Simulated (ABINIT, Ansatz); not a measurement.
# CsAsF6 (R-3): G0W0 on several meshes in ABINIT

Wanted: mesh dependence and cost of G0W0 for CsAsF6 (R-3).

Method: PBEsol and many-body steps on it, plane waves, in ABINIT 10.8.3.

Most raw output is cut from this account.

## (1) The structure

Symmetry: R-3, No. 148, trigonal system. The conventional cell has a = 7.712 Å, b = 7.712 Å, c = 7.866 Å, α = 90.00°, β = 90.00°, γ = 120.00°. Cs has 12 F at 3.10 to 3.24 Å nearest. As has 6 F at 1.75 Å nearest. F has 1 As at 1.75 Å and 2 Cs at 3.10 to 3.24 Å nearest. Farther neighbours and most contacts between anions are not listed.

Structure file:

```cif
data_structure
_symmetry_space_group_name_H-M 'P 1'
_symmetry_Int_Tables_number 1
_cell_length_a 5.1671
_cell_length_b 5.1671
_cell_length_c 5.1671
_cell_angle_alpha 96.531
_cell_angle_beta 96.531
_cell_angle_gamma 96.531
_cell_volume 135.04
loop_
_atom_site_label
_atom_site_type_symbol
_atom_site_fract_x
_atom_site_fract_y
_atom_site_fract_z
_atom_site_occupancy
Cs1 Cs 0.50000 0.50000 0.50000 1
As2 As 0.00000 0.00000 0.00000 1
F3 F 0.18960 0.27548 0.92234 1
F4 F 0.27548 0.92234 0.18960 1
F5 F 0.07766 0.81040 0.72452 1
F6 F 0.72452 0.07766 0.81040 1
F7 F 0.81040 0.72452 0.07766 1
F8 F 0.92234 0.18960 0.27548 1
```

The cell and positions are those that the Materials Project relaxed with its own functionals (PBE, PBE+U or r2SCAN), kept fixed. Spin-orbit coupling is left out unless a step names it.

## (2) Empty states on the mesh, 2×2×2 mesh, 484 bands

This step: ABINIT 10.8.3; DFT, PBEsol, plane waves, norm-conserving pseudopotentials.

The sums over transitions need many empty states on a uniform mesh; this step solves for them.

Contents of run.abi:

```
acell 3*1.0 Angstrom
rprim 
  3.855859826403 2.226181708716 2.622049894613
  -3.855859826403 2.226181708716 2.622049894613
  -0.000000000000 -4.452363417478 2.622049894574
ntypat 3
znucl 55 33 9
natom 8
typat 1 2 3 3 3 3 3 3
xred 
  0.500000000000 0.500000000000 0.500000000000
  -0.000000000000 -0.000000000000 -0.000000000000
  0.189597360000 0.275478300000 0.922344570000
  0.275478300000 0.922344570000 0.189597360000
  0.077655430000 0.810402640000 0.724521700000
  0.724521700000 0.077655430000 0.810402640000
  0.810402640000 0.724521700000 0.077655430000
  0.922344570000 0.189597360000 0.275478300000
pp_dirpath "pseudos"
pseudos "Cs.upf, As.upf, F.upf"
ecut 44
ngkpt 2 2 2
nshiftk 1
shiftk 0 0 0
kptopt 1
chksymbreak 0
iscf -2
irdden 1
istwfk *1
nband 484
nbdbuf 44
tolwfr 1e-09
nstep 60
prtvol 0
indata_prefix "in"
outdata_prefix "out"
tmpdata_prefix "tmp"
```

Launch:

```console
$ OMP_NUM_THREADS=1 mpirun -n 8 abinit run.abi > log
```

Run time: 6.9 min. Hardware: 8 MPI ranks of Arm Neoverse V2, shared host; peak memory 1.3 GiB; 55 min of CPU time.

This step gave:

```yaml
gap: 5.678 eV
k_of_the_valence_top: 0, 0, 0
k_of_the_conduction_bottom: 0, 0, 0
least_direct_gap: 5.678 eV
k_points_computed: 4
lowest_point_of_the_top_converged_band_above_the_valence_top: 117.1227 eV
```

On this mesh the gap is 5.678 eV.

The density comes from a self-consistent run that is not shown.

## (3) Screening, 2×2×2 mesh, 201 bands, screening to 141.5 eV

The RPA dielectric matrix is built and inverted for each q.

This step: RPA screening on PBEsol, plane waves, norm-conserving pseudopotentials.

run.abi, as its differences from that of step 2:

```diff
@@ -26,10 +26,11 @@
 chksymbreak 0
-iscf -2
-irdden 1
 istwfk *1
-nband 484
-nbdbuf 44
-tolwfr 1e-09
-nstep 60
-prtvol 0
+occopt 1
+irdwfk 1
+optdriver 3
+nband 201
+ecuteps 5.2
+inclvkb 2
+awtr 1
+symchi 1
 indata_prefix "in"
```

The job ended after 73 s (8 MPI ranks; peak memory 4.3 GiB; 9.7 min of CPU time).

Numbers from this step:

```yaml
eps_infinity_with_local_fields_on_this_mesh_along_the_program_s_q_direction: 2.020
the_same_without_local_fields: 2.294
plasma_frequency: 27.49 eV
plane_waves_in_the_screening_matrix: 497
```

Local fields lower ε∞ by 12 %. On a Γ-centred mesh this coarse the value itself is usually too large, while a short band sum pulls it down.

## (4) 2×2×2

The self-energy is evaluated for the states that the input lists, and the levels follow from it, in one-shot runs by the linearised quasiparticle equation.

This step: G0W0 on PBEsol, plane waves, norm-conserving pseudopotentials.

run.abi, as its differences from that of step 3:

```diff
@@ -29,8 +29,15 @@
 irdwfk 1
-optdriver 3
+optdriver 4
 nband 201
+gwcalctyp 0
+ecutsigx 44
+symsigma 1
+nkptgw 1
+kptgw 
+  0.0000000000 0.0000000000 0.0000000000
+bdgw 
+  35 39
 ecuteps 5.2
-inclvkb 2
-awtr 1
-symchi 1
+irdscr 1
+ppmodel 1
 indata_prefix "in"
```

Wall time 9.1 s (8 MPI ranks); peak memory 1.8 GiB.

This step gave:

```yaml
g0w0_gap_on_the_points_computed: 10.35 eV
starting_gap_on_the_mesh: 5.678 eV
k_of_the_valence_top: 0, 0, 0
k_of_the_conduction_bottom: 0, 0, 0
z_at_the_valence_top: 0.814
z_at_the_conduction_bottom: 0.864
least_direct_g0w0_gap_on_the_computed_points: 10.35 eV
```

The gap on the mesh goes from 5.68 eV to 10.35 eV, a correction of +4.67 eV.

## (5) Empty states on the mesh, 4×4×4 mesh, 221 bands

This step: DFT, PBEsol, plane waves, norm-conserving pseudopotentials.

run.abi, as its differences from that of step 4:

```diff
@@ -21,3 +21,3 @@
 ecut 44
-ngkpt 2 2 2
+ngkpt 4 4 4
 nshiftk 1
@@ -26,18 +26,10 @@
 chksymbreak 0
+iscf -2
+irdden 1
 istwfk *1
-occopt 1
-irdwfk 1
-optdriver 4
-nband 201
-gwcalctyp 0
-ecutsigx 44
-symsigma 1
-nkptgw 1
-kptgw 
-  0.0000000000 0.0000000000 0.0000000000
-bdgw 
-  35 39
-ecuteps 5.2
-irdscr 1
-ppmodel 1
+nband 221
+nbdbuf 20
+tolwfr 1e-09
+nstep 60
+prtvol 0
 indata_prefix "in"
```

Run time: 3.8 min. Hardware: 8 MPI ranks; peak memory 1.3 GiB; 30 min of CPU time.

This step gave:

| Item | Value |
| --- | --- |
| gap | 5.678 eV |
| k of the valence top | 0, 0, 0 |
| k of the conduction bottom | 0, 0, 0 |
| least direct gap | 5.678 eV |
| k points computed | 14 |
| lowest point of the top converged band, above the valence top | 63.1538 eV |

On this mesh the gap is 5.678 eV.

## (6) Screening, 4×4×4 mesh, 201 bands, screening to 141.5 eV

This step: RPA screening on PBEsol, plane waves, norm-conserving pseudopotentials.

run.abi, as its differences from that of step 5:

```diff
@@ -26,10 +26,11 @@
 chksymbreak 0
-iscf -2
-irdden 1
 istwfk *1
-nband 221
-nbdbuf 20
-tolwfr 1e-09
-nstep 60
-prtvol 0
+occopt 1
+irdwfk 1
+optdriver 3
+nband 201
+ecuteps 5.2
+inclvkb 2
+awtr 1
+symchi 1
 indata_prefix "in"
```

Wall time 15 min (8 MPI ranks); peak memory 9.7 GiB; 2 h of CPU time.

This step gave:

```
ε∞ with local fields, on this mesh, along the program's q direction : 2.013
the same without local fields                                       : 2.288
plasma frequency                                                    : 27.49 eV
plane waves in the screening matrix                                 : 497
```

## (7) 4×4×4

This step: G0W0 on PBEsol, plane waves, norm-conserving pseudopotentials.

run.abi, as its differences from that of step 6:

```diff
@@ -29,8 +29,15 @@
 irdwfk 1
-optdriver 3
+optdriver 4
 nband 201
+gwcalctyp 0
+ecutsigx 44
+symsigma 1
+nkptgw 1
+kptgw 
+  0.0000000000 0.0000000000 0.0000000000
+bdgw 
+  35 39
 ecuteps 5.2
-inclvkb 2
-awtr 1
-symchi 1
+irdscr 1
+ppmodel 1
 indata_prefix "in"
```

Run time: 23 s. Hardware: 8 MPI ranks; peak memory 5.7 GiB.

This step gave:

```yaml
g0w0_gap_on_the_points_computed: 10.46 eV
starting_gap_on_the_mesh: 5.678 eV
k_of_the_valence_top: 0, 0, 0
k_of_the_conduction_bottom: 0, 0, 0
z_at_the_valence_top: 0.812
z_at_the_conduction_bottom: 0.863
least_direct_g0w0_gap_on_the_computed_points: 10.46 eV
```

Against G0W0 in ABINIT (2×2×2 mesh, 201 bands, screening to 141.5 eV, Godby-Needs plasmon pole), the gap moves by +0.109 eV.

## (8) The runs together

Times are wall times on 8 MPI ranks of Arm Neoverse V2, shared host, good to a factor of about two. A run's time includes the screening step that it read.

```csv
run,mesh,bands,screening cutoff (eV),DFT gap (eV),gap on the mesh (eV),direct (eV),ε∞ used,time
2×2×2,2×2×2,201,141.5,5.678,10.350,10.350,2.02,82 s
4×4×4,4×4×4,201,141.5,5.678,10.459,10.459,2.01,15 min
```

## (9) Outcome

| Item | Value |
| --- | --- |
| 2×2×2 | 10.350 eV |
| 4×4×4 | 10.459 eV |
| known limits | not at the basis limit; no spin-orbit coupling; coarse k mesh |

What this shows: 4×4×4: +0.109 eV against 2×2×2. Bands and cutoff are finite, so the gap is not at the basis limit. The miss can reach some tenths of an eV and take either sign; the mesh is an error of its own. In the G0W0 runs levels were corrected at 1 k point alone, so a gap called «on the mesh» is the least over those, and an edge elsewhere would be missed. The 2×2×2 mesh is coarse for this cell, which bears on the long-range parts of exchange and screening. The many-body steps are scalar-relativistic: spin-orbit coupling is not in them.

[Paths, hosts, dates, memory and timing lines, banners, echoed tables and standing remarks are left out of the program output.]

[Logs are printed without paths, hosts, clocks, repeated set-up lines and the standing remarks that a program may print on its own settings, such as how far it seeks lower states.]

[Runs of the session that timed out or met a known fault of the program may be left out.]

[Hosts, paths, dates, database ids (printed as entryN), source tags and the programs' standing remarks are cut or masked in the printed files.]

[G0W0 gaps are taken among the corrected bands and points alone; a level outside them can change the order at an edge.]

[Where Ansatz stands beside ABINIT at settings called matched, ABINIT's density can come from a denser mesh and the files from another edition; pairs whose starting gaps differed by over 0.03 eV were left out, so agreement reads better than it is.]
